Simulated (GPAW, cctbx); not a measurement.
## How far are the atoms of LiHOs from free atoms?

Question: by how much does bonding change the X-ray structure factors of LiHOs, how firmly does DFT give the change, and what does a routine refinement make of it?

The start was made by putting kin elements into a known structure type; the compound need not exist, or be stable, in this form. All numbers below are calculated.

## Step 1: Find the equilibrium geometry

The density hangs on the geometry, so cell and atoms are relaxed first, with the symmetry held. The cutoff is set higher than for the density because stress converges slowly with plane waves.

Settings: GPAW 26.7.0, PBE, 670 eV, 7×7×5 k-points (along the axes of the calculation cell), Fermi–Dirac width 0.1 eV, BFGS to 0.03 eV/Å.

```text
cell
1.0
     2.749000000    0.000000000    0.000000000
     0.000000000    2.749000000    0.000000000
     0.000000000    0.000000000    3.885000000
Os Li H
1 1 1
Direct
0.000000000 0.000000000 0.000000000
0.500000000 0.500000000 0.500000000
0.500000000 0.500000000 0.000000000
```

```console
$ OMP_NUM_THREADS=1 mpirun -n 4 gpaw python run.py > gpaw.log
```

```text
BFGS:    0      -15.566697        0.511270
BFGS:    1      -15.572914        0.512496
BFGS:    2      -15.639603        0.440068
BFGS:    3      -15.646460        0.400973
BFGS:    4      -15.684126        0.130026
BFGS:    5      -15.685753        0.012525
cell  2.6860 2.6860 4.3448  90.00 90.00 90.00
volume 31.347 A^3, largest force 0.000 eV/A, largest stress 0.19 GPa
```

The cell moved far, while the k-mesh and basis were chosen for the start, so the final shape may be somewhat biased.

After 5 steps the volume has changed by +6.8 % and the energy by -0.119 eV; the largest stress left is 0.19 GPa. It took 14 s on 4 cores of Arm Neoverse V2 (shared host), peak memory 0.71 GiB.

Relaxed structure: P4/mmm (no. 123), a = 2.6860 Å, b = 2.6860 Å, c = 4.3448 Å, α = 90.00°, β = 90.00°, γ = 90.00°.

```
atom  mult.    x    y    z
 Os1      1    0    0    0
 Li1      1  1/2  1/2  1/2
  H1      1  1/2  1/2    0
```

## Step 2: The all-electron density

X-rays see the whole electron density, so the PAW density is rebuilt with its core regions. Subtracting spherical free atoms from the same code cancels the cores and leaves the deformation density Δρ, the part due to bonding.

Settings: PBE, 550 eV, 9×9×6 k-points (along the axes of the calculation cell), Fermi–Dirac width 0.1 eV; primitive cell of 3 atoms.

```console
$ OMP_NUM_THREADS=1 mpirun -n 4 gpaw python run.py > gpaw.log
```

```text
|iter:   1|       0s |  -15.897101 | +0.34 |       |
|iter:   2|       0s |  -15.801803 | -1.74 | -1.19 |
|iter:   3|       0s |  -15.564439 | -1.64 | -1.25 |
...
|iter:   8|       1s |  -15.579893c| -5.99 | -3.92 |
|iter:   9|       2s |  -15.579894c| -6.61 | -4.37c|
|iter:  10|       2s |  -15.579894c| -7.73c| -5.46c|
```

```text
grid (30, 30, 48)  electrons 80.000  moved by bonding 0.293 e
deformation density beyond 0.5 A of the nuclei: max 0.182, min -0.136 e/A^3
atom        x       y       z   Voronoi charge  moment
Os1    0.0000  0.0000  0.0000      0.102       0.00
Li2    0.5000  0.5000  0.5000      0.044       0.00
H 3    0.5000  0.5000  0.0000     -0.146       0.00
mean inner potential of superposed free atoms 24.115 V
total magnetic moment 0.000 muB
```

Deformation density in a plane through the shortest contact of the Os atom at the origin, in 0.01 e/Å³ (clipped at ±99); x from -1.6 to 3.5 Å, y from 2.4 down to -2.4 Å:

```text
  6   1   2   5   7   7   6   4   0   4   4   6   2   1   5   6
  .   1  -2   6   .   .   9   1  -2   4   .   .   2  -3   5   .
  .   2  -1   5   .   .   7   2  -1   7   .   .   3  -1   5   .
  0   1   4   5   4   3   4   4   2   0  -1   0   1   3   5   4
  2   4   4   1  -2  -3   0   3   5   3   1   1   4   5   1  -1
  8   5   0   3   6   .   6  -1   3   7   .   9   5   0   2   7
  .   5  -3   2   .   .   .  -3   1   .   .   .   6  -2   0   .
  8   5   0   3   6   .   6  -1   3   7   .   9   5   0   2   7
  2   4   4   1  -2  -3   0   3   5   3   1   1   4   5   1  -1
  0   1   4   5   4   3   4   4   2   0  -1   0   1   3   5   4
  .   2  -1   5   .   .   7   2  -1   7   .   .   3  -1   5   .
  .   1  -2   6   .   .   9   1  -2   4   .   .   2  -3   5   .
  6   1   2   5   7   7   6   4   0   4   4   6   2   1   5   6
```

Atoms in or within 0.15 Å of the plane: Os (1.9, 1.9), Os (1.9, -1.9), Os (0.0, 0.0), H (1.9, 0.0), H (0.0, 1.9), H (0.0, -1.9) Å. Dots mark points within about 0.45 Å of a nucleus; large values next to them are atomic features.

H gains most (-0.15 e) and Os loses most (+0.10 e), which isn't the order of electronegativity: valence and coordination count too, and Voronoi cells cut space at the midplane whatever the atoms' sizes. Such charges fall far short of formal ones, since overlapping free atoms already put density on their neighbours. Along the shortest contact from the Os atom at the map's origin, Os–H at 1.90 Å, Δρ is -0.02 e/Å³ at the midpoint; the highest value on the line, +0.08, lies at the edge of the range, 0.5 Å from H, and is an atomic rather than a bond feature: little piles up between the atoms. At the midpoints of other shortest contacts it is -0.01 (Li–H, 2.17 Å), +0.05 (Os–Os, 2.69 Å) and -0.01 (Li–Li, 2.69 Å) e/Å³. Point values carry grid noise of about 0.01 e/Å³. The run needed 10 iterations, 5.4 s.

## Step 3: From the density to structure factors

The Fourier components of Δρ, added to those of the free atoms, give the static X-ray structure factors; the Mott–Bethe relation turns them into the Fourier components V of the potential that fast electrons feel.

```text
static structure factors of the conventional cell: F in electrons, V (Mott-Bethe) in volts
   h  k  l      d  |F| table  |F| free   |F| DFT   change   |V| free  |V| DFT  change %
   0  0  1  4.3448    69.489    69.381    69.433    0.051    12.749   12.607     -1.1
   1  0  0  2.6860    62.900    63.007    62.911   -0.096     9.487    9.589      1.1
   1  0  1  2.2847    64.001    64.068    63.900   -0.168    10.633   10.762      1.2
   0  0  2  2.1724    64.145    63.943    63.911   -0.032    11.081   11.103      0.2
   1  1  0  1.8993    61.611    61.385    61.380   -0.005     9.819    9.822      0.0
   1  1  1  1.7403    56.739    56.527    56.517   -0.010     7.738    7.742      0.1
   1  0  2  1.6891    55.465    55.473    55.343   -0.130     6.895    6.949      0.8
   0  0  3  1.4483    52.885    52.719    52.845    0.126     6.527    6.488     -0.6
   1  1  2  1.4299    55.387    55.206    55.204   -0.003     7.412    7.413      0.0
   2  0  0  1.3430    53.858    53.706    53.838    0.132     6.935    6.900     -0.5
   2  0  1  1.2831    50.124    50.017    50.099    0.082     5.774    5.754     -0.3
   1  0  3  1.2748    52.163    52.178    52.136   -0.042     6.136    6.146      0.2
   2  1  0  1.2012    48.228    48.278    48.319    0.040     5.005    4.997     -0.2
   2  1  1  1.1578    49.759    49.791    49.803    0.012     5.529    5.527     -0.0
```

The largest X-ray change is -0.17 e on 101, 0.3 % of |F|. For electrons V goes as (Z − F)/g², so a change of F counts against Z − F, which is small at low angle and wherever the atoms' terms cancel: |V| of 101 moves by +1.2 % (10.63 to 10.76 V) against -0.3 % in |F|. The tabulated Hartree–Fock atoms differ from the free DFT atoms by up to 0.23 e, so the choice of reference atom matters too.

## Step 4: The functional ladder

The same geometry is run with other functionals, to see whether the bonding signal is larger than the spread between approximations. Free atoms are LDA for LDA and PBE otherwise; meta-GGAs and hybrids keep PBE cores. Any other changed setting is in the row's label.

```csv
run,ΔF 101 (e),ΔF 200 (e),ΔF 102 (e),q(H) (e),moved (e),time
PBE,-0.168,+0.132,-0.130,-0.146,0.293,5.4 s
LDA,-0.169,+0.124,-0.132,-0.146,0.285,5.3 s
r2SCAN,-0.163,+0.153,-0.135,-0.142,0.326,10 s
```

At the base's settings ΔF(101) spans -0.169 to -0.163 e, a spread of 4 % of the PBE value; over the three listed reflections the spread is at most 22 %, so sign and size hold across the functionals. Times are from shared hosts.

## Step 5: Refining ordinary atoms against data with bonding

Routine crystallography fits spherical atoms. To see the bias, intensities are simulated from tabulated atoms plus the DFT change ΔF, so that bonding alone can misfit (2068 reflections of the full sphere, merged to the counts below, to 0.4 Å, 1.5 % proportional noise plus counting noise, assumed isotropic U as listed, Δρ smeared by the mean U) and refined with cctbx over different ranges.

```
                    range  data      R1  GooF  U Os1 (true 0.0058)  U Li1 (true 0.0145)  U H1 (true 0.0254)  largest shift (Å)  Δρ max, min (e/Å³)
                 all data   192  0.0032  0.99               0.0058               0.0146              0.0232             0.0000         0.39, -0.54
 low resolution, d > 0.84    30  0.0035  1.07               0.0057               0.0148              0.0136             0.0000         0.19, -0.18
     high order, d < 0.75   154  0.0030  0.98               0.0058               0.0146              0.0282             0.0000         0.47, -0.49
occupancies free, d > 0.7    46  0.0030  1.06               0.0058               0.0096              0.0364             0.0000         0.21, -0.27
```

With all data GooF is 0.99, so at this noise the bonding hardly shows; the top residual peak, near noise level, lies 0.68 Å from H and 1.49 Å from Li. No U is off by more than 3 s.u. at low resolution. Symmetry fixes every coordinate, so the shifts are zero by construction. With Os1 held at 1 and the scale free, the other occupancies refine to Li1 0.911(0.050) and H1 1.283(0.284), within three s.u. of full.

## Step 6: Answer

Bonding moves 0.29 e in the primitive cell of LiHOs and changes the structure factors of the conventional cell in the table above by at most 0.17 e (101, 0.3 %). The shortest bond, Os–H, has Δρ = -0.02 e/Å³ at its midpoint. At the base's settings ΔF(101) spans -0.169 to -0.163 e, a spread of 4 % of the PBE value; over the three listed reflections the spread is at most 22 %, so sign and size hold across the functionals. With all data GooF is 0.99, so at this noise the bonding hardly shows. Limits: static density, frozen cores, no spin–orbit coupling.

[Outputs are excerpts: Python notices, other lines and further rows are left out; steps that failed or that the build refused (PBEsol, TPSS) are not shown.]

[Logs are printed without paths, hosts, clocks, repeated set-up lines and the standing remarks that a program may print on its own settings, such as how far it seeks lower states.]
